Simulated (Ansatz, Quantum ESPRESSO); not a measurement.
**Equation of state of fluorite NiSi2**

How stiff is fluorite NiSi2 under hydrostatic load? Each row relaxes cell and atoms at a set pressure. The symmetry of the cell is held, so distortions that would lower it, which this phase may prefer, aren't tested. The phase is followed to these pressures whether or not it stays the stable one.

Calculated with Ansatz 0.2.0, PBEsol, PAW files of the set soft_1, cutoff 600 eV, Fermi–Dirac smearing 0.05 eV, k-mesh 14×14×14, no spin polarisation, no spin-orbit coupling.

Reference cell, relaxed at zero pressure with PBEsol (Fm-3m): a = 3.8119 Å, b = 3.8119 Å, c = 3.8119 Å, α = 60.00°, β = 60.00°, γ = 60.00°.

```
atom       x       y       z
  Ni  0.0000  0.0000  0.0000
  Si  0.2500  0.2500  0.2500
  Si  0.7500  0.7500  0.7500
```

```csv
V (Å³/atom),V/V0,P (GPa),E − E0 (meV/atom)
13.4091,1.0271,−3.999,4.5
12.6771,0.9710,5.002,5.8
12.0606,0.9238,14.990,43.3
11.8081,0.9045,20.000,70.8
11.3790,0.8716,29.980,137.3
```

V0 = 13.0555 Å³ an atom, where the residual pressure P0 is +0.014 GPa. **Question.** Fit the Birch–Murnaghan law and give the pressure and the energy at V = 12.3469 Å³ an atom, a row left out above.

With the Eulerian strain f = ½[(V0/V)^(2/3) − 1] and F = (P − P0)/[3f(1 + 2f)^(5/2)], the third-order law is the line F = B0 + (3/2) B0 (B′ − 4) f.

```
       f  F (GPa)
 0.04798   165.57
 0.03462   162.77
 0.02713   161.22
 0.00990   159.90
−0.00883   158.41
```

A straight line through the 5 rows: the means are 0.02216 for f and 161.57 for F, Σ(Δx)² = 0.001957 and ΣΔxΔy = 0.2349, so the slope is 0.2349/0.001957 = 120.01 and the intercept 161.57 − (120.01)(0.02216) = 158.91.

Hence B0 = 158.9 GPa and B′ = 4 + (120.0)/(1.5 × 158.9) = 4.50. For the withheld volume f = 0.01895, F = 161.19 GPa and P = 10.07 GPa. The run itself gives 10.00 GPa, so the estimate misses by 0.07 GPa; the fitted rows themselves lie up to 0.16 GPa off the law.

Integrating the same law gives E − E0 = (9/2) B0 V0 f²[1 + (B′ − 4) f] + P0(V0 − V), with 1 GPa Å³ = 6.2415 meV: 21.2 meV an atom. The run itself gives 21.1 meV, so the estimate misses by 0.1 meV, a rounding's worth.

The same fit over all rows at other levels or in other programs gives B0 = 158 GPa with PBEsol (Quantum ESPRESSO, GBRV).

[Logs are printed without paths, hosts, clocks, repeated set-up lines and the standing remarks that a program may print on its own settings, such as how far it seeks lower states.]
